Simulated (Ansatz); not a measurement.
# CdPb in the L10 ordering: lattice stability ahead of a resistivity run, part 2 of 2

The plan: relax CdPb in the L10 ordering, check its phonons, and, if the lattice is stable, compute its Eliashberg function and ρ(T).

Ansatz 0.2.0; DFT PBEsol, scalar-relativistic, plane waves, PAW.

So far. Step 2 (Relaxing cell and atoms): The largest force is now zero by symmetry and the largest stress component 0.0013 GPa. Step 3 (Relaxing tightly for phonons): The largest force is now zero by symmetry and the largest stress component 0.0033 GPa, small enough for phonons. The relaxed cell has a = 3.376, c = 4.544 Å (conventional setting).

The structure was built from a prototype and need not be the compound's stable phase.

**4. Phonons: q 2×2×2, k 6×6×4**

Before any scattering is computed, the phonons show whether the structure is a minimum.

Input file input.yaml:

```yaml
crystal:
  lattice:
    - [3.3757996025, 0.0, 0.0]
    - [0.0, 3.3757996025, 0.0]
    - [0.0, 0.0, 4.5439417771]
  atoms:
    - { symbol: Cd, position: [0.0, 0.0, 0.0] }
    - { symbol: Pb, position: [0.5, 0.5, 0.5] }
kpoints:
  mp_grid: { grid: [6, 6, 4] }
hamiltonian:
  xc: pbesol
scf:
  occupations: { method: methfessel_paxton, width: 0.2 }
output:
  eigenvalues: true
phonons:
  method: dfpt
  qmesh: [2, 2, 2]
  temperatures: { t_max: 1000, t_step: 50 }
  qpath:
    path:
      - [[0.0, 0.0, 0.0], [0.0, 0.5, 0.0], [0.5, 0.5, 0.0], [0.0, 0.0, 0.0], [0.0, 0.0, 0.5], [0.0, 0.5, 0.5], [0.5, 0.5, 0.5], [0.0, 0.0, 0.5]]
      - [[0.0, 0.5, 0.0], [0.0, 0.5, 0.5]]
      - [[0.5, 0.5, 0.0], [0.5, 0.5, 0.5]]
    npoints: 10
```

Launch:

```console
ansatz run input.yaml --threads 4 --pin off --max-ram 8192MiB --backend cpu --events-out ev --progress --plain --runs-dir out
```

Numbers of over 12 decimals in the logs are rounded to 6 here.

The program printed:

```text
[...]
Crystal: 2 atoms, lattice volume = 51.783 Å³
Basis set: ecut = 420 eV, 1023 PW (Γ), exchange–correlation on 48×48×64 points (8 copies of the dense FFT grid, shifted against one another)
Bands: 21, of which v1, the nominal top of the filled ones, is band 17 counted from 1 (16 counted from 0)
Symmetry: 16 space group operations
k-points: 30 of 144
[...]
SCF iter   1: F=—  HF=-19938.883161 eV  |F-HF|=—  |Δ(HF+E_count)|=         —  Δρ=3.93e-3  dr2=7.61e-3  ethr=1.77e-3  ⟨swp⟩=6.3  Hψ=5816  notcnv=0  defer=6
automatic band count: the SCF goes on with 25 bands, as 21 were too few: they end inside the smearing window of the response
[...]
SCF iter   2: F=—  HF=-19938.880922 eV  |F-HF|=—  |Δ(HF+E_count)|=   2.24e-3  S|Δr|=    0.00e0  Δρ=1.17e-3  dr2=4.46e-4  ethr=2.24e-5  ⟨swp⟩=3.1  Hψ=1543  notcnv=0  defer=5
[...]
SCF iter   8: F=-19938.880797 eV  HF=-19938.880797 eV  |F-HF|=3.64e-12  |Δ(HF+E_count)|=  3.27e-11  S|Δr|=    0.00e0  Δρ=2.52e-8  dr2=1.70e-13  ethr=1.00e-12  ⟨swp⟩=10.0  Hψ=4216  notcnv=0
SCF 1 converged in 8 iterations: F = -19938.880797 eV  dr2 = 1.70e-13
[...]
SCF iter   1: F=—  HF=-19938.880797 eV  |F-HF|=—  |Δ(HF+E_count)|=         —  Δρ=7.30e-8  dr2=2.34e-12  ethr=8.32e-9  ⟨swp⟩=3.9  Hψ=4411  notcnv=0
eigensolver tolerance schedule: the retry pair's looser diagonalisation over-reported the residual by 1210024.13 of it (diagonalisation noise at an unbounded share of the residual, at the tolerance the schedule requests for it); recorded, not acted on — ethr = c·dr2/N_el stays at c = 1.0e-1
[...]
SCF iter   2: F=-19938.880797 eV  HF=-19938.880797 eV  |F-HF|=7.28e-12  |Δ(HF+E_count)|=   1.96e-9  S|Δr|=    0.00e0  Δρ=5.05e-8  dr2=1.45e-12  ethr=1.00e-12  ⟨swp⟩=7.2  Hψ=2606  notcnv=0
SCF 2 converged in 2 iterations: F = -19938.880797 eV  dr2 = 1.45e-12
phonons: the bands overlap, so this run is a metal and interpolates without the dipole-dipole term. If the crystal is really an insulator or semiconductor, its LO-TO splitting is missing
NSCF: frozen V_eff on 30 k-points
[...]
DFPT response loops at q = (0, 0, 0) (fractional): preconditioner auto → Kerker (q_TF=auto, 2.544 Å⁻¹) (partly filled bands, converged f_vac=0.000); β = 1.00, the filter's whole step (`scf.mixing.beta` (0.50) is not read by the response loops under this deck's `scf.mixing.preconditioner`; to damp them name `kerker` or `kerker_dos`, under which they read `scf.mixing.beta`, and type it under 1.00, their step now; both keys bind the ground state too); Broyden in place of MSR1
[...]
SCF converged after 8 iterations
Stability not checked: this state was not tested for a lower state beside it, because cold or Methfessel-Paxton smearing, or corrected tetrahedra, fill the levels in a way that the test cannot read (fill_not_monotonic; see scf.lower_state_search)
Free energy (F): -19938.880797 eV
[...]
Internal energy: -19938.885133 eV  (E = F + TS)
E sigma→0 (E₀):  -19938.881881 eV
Entropy (-TS):   0.004337 eV (2.168 meV/atom)
Fermi energy:    12.604140 eV
Step filling:    the computed levels leave a gap of 0.1563 eV = 0.8 smearing widths at the electron count; against every level under it full and every level over it empty, smearing changes F+E_penalty+E_count by +2.587 meV and its σ→0 estimate by +1.503 meV
[...]
--- Band table (eV; the first three rows and the last of 30) ---
  k-point 0: bands = [... 13 lower, 3.8083, 3.9224, 10.3077, 10.6487, 15.6572, 15.6572, 19.3313, 20.3742, ... 4 higher]
  k-point 1: bands = [... 13 lower, 3.7816, 3.9203, 7.2303, 14.6243, 16.2290, 16.2290, 19.6322, 20.5686, ... 4 higher]
  k-point 2: bands = [... 13 lower, 3.7552, 3.9182, 5.7719, 17.1609, 17.1609, 18.1225, 19.1548, 19.7852, ... 4 higher]
  k-point 29: bands = [... 13 lower, 4.1267, 6.1149, 11.3661, 11.3661, 12.9304, 13.4179, 13.4734, 13.4734, ... 4 higher]
--- Phonons (Γ-DFPT): 4 representative perturbations + reference (Σ response iterations 12) ---
  ASR residual: 1.085e-4 → 0.000e0 eV/Å²; symmetrization residual: 7.517e-5 eV/Å²
  ASR residual per site (eV/Å²): 1.09e-4 9.68e-5
  Γ frequencies (cm⁻¹): 0.00 0.00 0.00 59.77 59.77 94.41
--- Phonons (arbitrary-q DFPT): 6 irreducible q on the 2×2×2 mesh ---
  q = [0.0000, 0.0000, 0.0000] (star 1, of the zone-centre solve; hermiticity 6.29e-5, symmetrization 6.07e-12): -0.00 -0.00 0.00 59.77 59.77 94.41
  q = [0.0000, 0.0000, -0.5000] (star 1, 4 solved perturbations in 156 linear systems a pass and spin channel, the states on 48 of 144 k-point pairs; hermiticity 3.55e-8, symmetrization 2.28e-8): 18.11 18.11 47.38 47.38 55.20 93.02
  q = [0.0000, -0.5000, 0.0000] (star 2, 6 solved perturbations on 48 of 144 k-point pairs; hermiticity 6.05e-9, symmetrization 1.80e-9): 18.90 19.50 49.70 76.89 77.03 91.81
[...]
sum rule: each row above includes the acoustic sum rule's correction from the zone centre's row sums; it moved no ω² by more than (0.51 cm⁻¹)²
  mesh force constants: q→R imaginary residual 3.00e-17; ASR residual 1.085e-4 → 0.000e0 eV/Å²; symmetrization residual 1.332e-15 eV/Å²
  interpolated dispersion: 93 rows × 6 modes
  density of states and harmonic sums: on the 18×18×14 q-mesh, interpolated from the force constants of a 2×2×2 supercell (no non-analytic term)
  largest difference from the sums on the solved wave vectors: F 3.15e-2 eV, S 5.01e-5 and C_V 1.86e-5 eV/K
  zero-point energy: 0.019737 eV/cell   skipped modes (ω ≤ 0): 167, of them read as no rigid motion or as one in doubt: 164 (4.087e-1 modes/cell left out, lowest -30.35 cm⁻¹)   left out of the sums: 6.82e-2 of the cell's modes: C_V's classical limit lies that fraction below 3 k_B per atom; for a crystal, a wire or a layer, F and S can be off by more, and a phonons.interpolated_qmesh denser along its periods is the remedy for the sampling
```

The job ended after 35 s (4 threads of Arm Neoverse V1, shared host; peak memory 0.53 GiB; 2.2 min of CPU time).

In the SCF lines HF is the Harris–Foulkes energy and dr2 the Hartree energy of the density residual, in eV; the loop may stop once dr2 is under the threshold and the program's other checks hold. Hψ counts applications of the Hamiltonian.

Numbers from this step:

* share of imaginary modes in the plain interpolation between solved wavevectors: 0.0642
* highest frequency, solved or plainly interpolated: 108.2 cm⁻¹

Solved on the 2×2×2 mesh alone; all other wavevectors are interpolated. The phonon branches at the labelled points (cm⁻¹):

| point | branch 1 | branch 2 | branch 3 | branch 4 | branch 5 | branch 6 |
| --- | --- | --- | --- | --- | --- | --- |
| Γ | 0 | 0 | 0 | 60 | 60 | 94 |
| halfway | 12 | 13 | 55 | 57 | 76 | 86 |
| X | 19 | 20 | 50 | 77 | 77 | 92 |
| halfway | 32 | 36 | 50 | 74 | 80 | 87 |
| M | 40 | 40 | 42 | 70 | 87 | 87 |
| halfway | 23 | 37 | 56 | 66 | 78 | 81 |
| Γ | 0 | 0 | 0 | 60 | 60 | 94 |
| halfway | 11 | 11 | 39 | 54 | 54 | 94 |
| Z | 18 | 18 | 47 | 47 | 55 | 93 |
| halfway | 9 | 13 | 42 | 46 | 77 | 97 |
| R | -30 | 4 | 35 | 48 | 87 | 108 |
| halfway | -19 | 49 | 52 | 54 | 79 | 96 |
| A | 22 | 68 | 68 | 70 | 70 | 72 |
| halfway | -20 | 35 | 56 | 58 | 74 | 92 |
| Z | 18 | 18 | 47 | 47 | 55 | 93 |
| jump to X | 19 | 20 | 50 | 77 | 77 | 92 |
| halfway | -17 | 14 | 43 | 60 | 82 | 103 |
| R | -30 | 4 | 35 | 48 | 87 | 108 |
| jump to M | 40 | 40 | 42 | 70 | 87 | 87 |
| halfway | 34 | 51 | 51 | 71 | 82 | 82 |
| A | 22 | 68 | 68 | 70 | 70 | 72 |

The phonon branches as a text plot (rows in cm⁻¹):

```
    105 |                              ****               ***
    100 |                            **    *             *
     94 |**   **            *********       *      ******
     88 |  *    ********   *           ***   *   **        ***
     82 |   **    **   ****           *   **    *        **   *
     76 |     ****      ***          *      * *   **    *      *
     71 |  * *    ******   *        *        *****  **       ****
     65 | * *            *  *                ** ***   *  *      *
     59 |***              ******   *        **    **      *    *
     53 |   **   *      ***     ***         *   *   ** *      *
     48 |  *  *** **             ***********     *  * **** **
     42 |          ******  *       * **   **      *  *    *  *
     36 |         **   * **     *   *  ***         *       ** *
     30 |        **     *   *       *     *         * *
     25 | *     *        * *   *               *     **        **
     19 |    ***          * *     ***         *      * ***
     13 |* **              * *  **   **  *      *         *
      7 | *                 ****     * **    *             **
      1 |*                   **
     -4 |
    -10 |                                   *            *
    -16 |                             *          *  *
    -22 |                                  *      **      *
    -27 |                              ****                **
         Γ     X     M        Γ   Z     R      A      Z|X  R|M  A
```

Lowest modes at the softest wavevector of the mesh. Modes at q = (0.000, 0.500, 0.500), with each element's share of the kinetic energy (negative means imaginary):

| mode | frequency (cm⁻¹) | Cd % | Pb % |
| --- | --- | --- | --- |
| 1 | -30.3 | 35 | 65 |
| 2 | 4.5 | 0 | 100 |
| 3 | 34.9 | 100 | 0 |
| 4 | 47.6 | 61 | 39 |
| 5 | 87.2 | 65 | 35 |
| 6 | 108.2 | 39 | 61 |

Displacements in mode 1 (-30.3 cm⁻¹), the largest set to 1, in the home cell:
```
Cd1  0.00 -0.99  0.00
Pb2  0.00  0.00 -1.00
```

Displacements in mode 5 (87.2 cm⁻¹), the largest set to 1, in the home cell:
```
Cd1  0.00  1.00  0.00
Pb2  0.00  0.00 -0.54
```

Among the solved wavevectors the lowest mode, translations apart, is -30.3 cm⁻¹, imaginary.

**5. Lattice stability: q 2×2×2, k 6×6×6**

An imaginary mode on so few k-points may come from the sampling, so the phonons are repeated with another k mesh.

Edit input.yaml of step 4 so:

```diff
@@ -9,3 +9,3 @@
 kpoints:
-  mp_grid: { grid: [6, 6, 4] }
+  mp_grid: { grid: [6, 6, 6] }
 hamiltonian:
```

The mesh is denser.

The program printed:

```text
[...]
Crystal: 2 atoms, lattice volume = 51.783 Å³
Basis set: ecut = 420 eV, 1023 PW (Γ), exchange–correlation on 48×48×64 points (8 copies of the dense FFT grid, shifted against one another)
Bands: 21, of which v1, the nominal top of the filled ones, is band 17 counted from 1 (16 counted from 0)
Symmetry: 16 space group operations
k-points: 40 of 216
[...]
SCF iter   1: F=—  HF=-19938.889390 eV  |F-HF|=—  |Δ(HF+E_count)|=         —  Δρ=4.10e-3  dr2=8.47e-3  ethr=1.77e-3  ⟨swp⟩=6.5  Hψ=7812  notcnv=0  defer=6
[...]
SCF iter   9: F=-19938.886973 eV  HF=-19938.886973 eV  |F-HF|=7.28e-12  |Δ(HF+E_count)|=  1.46e-11  S|Δr|=    0.00e0  Δρ=1.11e-7  dr2=6.95e-12  ethr=1.00e-12  ⟨swp⟩=9.4  Hψ=5752  notcnv=0
SCF 1 converged in 9 iterations: F = -19938.886973 eV  dr2 = 6.95e-12
[...]
SCF iter   3: F=-19938.886973 eV  HF=-19938.886973 eV  |F-HF|=0.00e0  |Δ(HF+E_count)|=  3.64e-12  S|Δr|=    0.00e0  Δρ=2.90e-8  dr2=9.45e-13  ethr=1.00e-12  ⟨swp⟩=1.0  Hψ=1840  notcnv=0
SCF 2 converged in 3 iterations: F = -19938.886973 eV  dr2 = 9.45e-13
[...]
SCF converged after 9 iterations
[...]
Free energy (F): -19938.886973 eV
[...]
Internal energy: -19938.882828 eV  (E = F + TS)
E sigma→0 (E₀):  -19938.885937 eV
Entropy (-TS):   -0.004145 eV (-2.072 meV/atom)
Fermi energy:    12.424781 eV
[...]
--- Band table (eV; the first three rows and the last of 40) ---
  k-point 0: bands = [... 13 lower, 3.7714, 3.8865, 10.3136, 10.6427, 15.6664, 15.6664, 19.3347, 20.3794, ... 4 higher]
  k-point 1: bands = [... 13 lower, 3.7581, 3.8854, 8.1713, 13.1858, 15.9300, 15.9300, 19.4706, 20.4675, ... 4 higher]
  k-point 2: bands = [... 13 lower, 3.7317, 3.8833, 6.4654, 16.0608, 16.6259, 16.6259, 19.7873, 20.7005, ... 4 higher]
  k-point 39: bands = [... 13 lower, 4.0895, 6.1438, 11.3801, 11.3801, 12.9109, 13.4272, 13.4633, 13.4633, ... 4 higher]
[...]
ASR residual: 6.389e-5 → 0.000e0 eV/Å²; symmetrization residual: 7.544e-5 eV/Å²
  ASR residual per site (eV/Å²): 3.87e-5 6.39e-5
  Γ frequencies (cm⁻¹): 0.00 0.00 0.00 51.45 51.45 96.12
--- Phonons (arbitrary-q DFPT): 6 irreducible q on the 2×2×2 mesh ---
[...]
interpolated dispersion: 93 rows × 6 modes
[...]
```

Elapsed: 45 s, on 4 threads; peak memory 0.58 GiB.

This step gave:

```yaml
share_of_imaginary_modes_in_the_plain_interpolation_between_solved_wavevectors: 0.0046
highest_frequency_solved_or_plainly_interpolated: 109.8 cm⁻¹
```

Solved on the 2×2×2 mesh alone; all other wavevectors are interpolated. Phonon branches along the path, in cm⁻¹:

| point | branch 1 | branch 2 | branch 3 | branch 4 | branch 5 | branch 6 |
| --- | --- | --- | --- | --- | --- | --- |
| Γ | 0 | 0 | 0 | 51 | 51 | 96 |
| halfway | 21 | 29 | 50 | 60 | 74 | 89 |
| X | 30 | 46 | 48 | 77 | 82 | 94 |
| halfway | 44 | 48 | 48 | 72 | 84 | 92 |
| M | 42 | 42 | 50 | 66 | 92 | 92 |
| halfway | 37 | 41 | 54 | 71 | 79 | 82 |
| Γ | 0 | 0 | 0 | 51 | 51 | 96 |
| halfway | 10 | 10 | 41 | 50 | 50 | 93 |
| Z | 8 | 8 | 49 | 49 | 63 | 87 |
| halfway | 22 | 27 | 46 | 47 | 76 | 94 |
| R | -20 | 30 | 43 | 51 | 84 | 110 |
| halfway | 25 | 55 | 57 | 59 | 79 | 98 |
| A | 46 | 71 | 71 | 72 | 72 | 76 |
| halfway | 22 | 40 | 59 | 62 | 75 | 91 |
| Z | 8 | 8 | 49 | 49 | 63 | 87 |
| jump to X | 30 | 46 | 48 | 77 | 82 | 94 |
| halfway | 29 | 30 | 46 | 62 | 83 | 104 |
| R | -20 | 30 | 43 | 51 | 84 | 110 |
| jump to M | 42 | 42 | 50 | 66 | 92 | 92 |
| halfway | 48 | 53 | 53 | 71 | 87 | 87 |
| A | 46 | 71 | 71 | 72 | 72 | 76 |

The phonon branches as a text plot (rows in cm⁻¹):

```
    107 |                              ****               ***
    102 |                                  *             *
     96 |**                  ***     **     *           *
     91 |  *  **********   **   **  *        *   *****       *
     86 |   **    *     * *       **    **      *     ** **** *
     80 |   * ****      **            **  **  *         *      *
     75 |    * ***      * *          *      ** ******   *      **
     69 |  **     **   * *          *         *****  **       * *
     64 |           ***    *      **        **   ***   * *   *
     59 | *               * *               *   *  *      *    *
     53 |***            ******** *     *****     *  ***    ** *
     48 |  *************   *    *******   **   *  *    ****  ****
     42 |        *********      *      ****   *    * *     ***
     37 |    *  *        **         *        *  *   * *  *
     32 |   * **          ***          ***  *    *   ** *****
     26 | * **             *   *     **           * **
     21 |  *                *        **            *  *   *
     15 |* *                **     **      *
     10 | *                  ** ****                   *
      5 |*                    **
     -1 |                                 *
     -6 |
    -12 |                              *                   *
    -17 |                               **                  *
         Γ     X     M        Γ   Z     R      A      Z|X  R|M  A
```

Lowest modes at the softest wavevector of the mesh. The modes at q = (0.500, 0.000, 0.500) (shares of kinetic energy by element, %) (negative means imaginary):

| mode | frequency (cm⁻¹) | Cd % | Pb % |
| --- | --- | --- | --- |
| 1 | -19.7 | 34 | 66 |
| 2 | 30.3 | 0 | 100 |
| 3 | 43.4 | 100 | 0 |
| 4 | 51.0 | 67 | 33 |
| 5 | 84.1 | 66 | 34 |
| 6 | 109.8 | 33 | 67 |

Displacements in mode 1 (-19.7 cm⁻¹), the largest set to 1, in the home cell:
```
Cd1 -0.98  0.00  0.00
Pb2  0.00  0.00 -1.00
```

Displacements in mode 6 (109.8 cm⁻¹), the largest set to 1, in the home cell:
```
Cd1  0.00  0.00  0.95
Pb2 -1.00  0.00  0.00
```

The modes has structure finer than the step of the table below, so its rows give means over 5 cm⁻¹, whole bins alone (the curve runs from -28.3 to 123 cm⁻¹). Peaks (cm⁻¹: height): Cd 49.6: 0.0989, 72.4: 0.0541, 90.4: 0.0497; Pb 30.6: 0.0519, 50.5: 0.0534, 91.4: 0.0431.

Phonopy on the run's constants, 17x17x13 mesh, Gaussian sigma 2.0 cm⁻¹. The modes by wavenumber; means over each step; values in 1/cm⁻¹/cell:

| wavenumber (cm⁻¹) | Cd | Pb |
| --- | --- | --- |
| -25 | 4.4e-6 | 5.8e-6 |
| -20 | 2.0e-4 | 3.8e-4 |
| -15 | 5.3e-4 | 0.00101 |
| -10 | 5.5e-4 | 0.00111 |
| -5 | 5.0e-4 | 0.00102 |
| 0 | 1.7e-4 | 3.4e-4 |
| 5 | 8.6e-4 | 0.00199 |
| 10 | 0.00272 | 0.00762 |
| 15 | 0.00513 | 0.0152 |
| 20 | 0.0112 | 0.0284 |
| 25 | 0.0153 | 0.0403 |
| 30 | 0.0136 | 0.0503 |
| 35 | 0.0124 | 0.0452 |
| 40 | 0.0172 | 0.0454 |
| 45 | 0.0545 | 0.0492 |
| 50 | 0.0897 | 0.0514 |
| 55 | 0.0450 | 0.0327 |
| 60 | 0.0288 | 0.0218 |
| 65 | 0.0311 | 0.0209 |
| 70 | 0.0485 | 0.0234 |
| 75 | 0.0516 | 0.0245 |
| 80 | 0.0508 | 0.0238 |
| 85 | 0.0347 | 0.0236 |
| 90 | 0.0452 | 0.0390 |
| 95 | 0.0256 | 0.0277 |
| 100 | 0.00873 | 0.0137 |
| 105 | 0.00432 | 0.00783 |
| 110 | 0.00108 | 0.00209 |
| 115 | 2.7e-5 | 5.5e-5 |
| 120 | 0 | 0 |

No LO-TO term; unit eigenvectors of the mass-weighted matrix. Modes at Γ, with each element's share of the kinetic energy:

| mode | frequency (cm⁻¹) | symmetry | Cd % | Pb % |
| --- | --- | --- | --- | --- |
| 1 | 0.0 | unnamed | 35 | 65 |
| 2 | 0.0 | unnamed | 35 | 65 |
| 3 | 0.0 | unnamed | 35 | 65 |
| 4 | 51.4 | Eu | 65 | 35 |
| 5 | 51.4 | Eu | 65 | 35 |
| 6 | 96.1 | A2u | 65 | 35 |

Displacements in mode 4 (51.4 cm⁻¹), the largest set to 1:
```
Cd1  0.00  1.00  0.00
Pb2  0.00 -0.54  0.00
```

Displacements in mode 6 (96.1 cm⁻¹), the largest set to 1:
```
Cd1  0.00  0.00  1.00
Pb2  0.00  0.00 -0.54
```

Among the solved wavevectors the lowest mode, translations apart, is -19.7 cm⁻¹, imaginary.

**6. Results**

| Item | Value |
| --- | --- |
| phonon run of the rows without a label of their own | PBEsol, q 2×2×2, k 6×6×6 |
| softest mode on the q mesh | -19.7 cm⁻¹ at q = (0.5, 0, 0.5) |
| highest frequency, solved or plainly interpolated | 110 cm⁻¹ |

What this shows: The lattice is dynamically unstable at this level: a mode at q = (0.5, 0, 0.5) is imaginary, 19.7i cm⁻¹, so no harmonic coupling constant or resistivity is defined for this structure. These meshes are coarse, and single modes of a metal can move by tens of cm⁻¹ with the k mesh. The mode is weak and these meshes are coarse, so a denser k mesh or another smearing could remove it. Spin–orbit coupling, left out here, matters for Pb. The structure was built by hand as an ordered model, and its stability against other phases was not tested.

[Logs are printed without paths, hosts, clocks, repeated set-up lines and the standing remarks that a program may print on its own settings, such as how far it seeks lower states.]

[Hosts, paths, dates, database ids (printed as entryN), source tags and the programs' standing remarks are cut or masked in the printed files.]
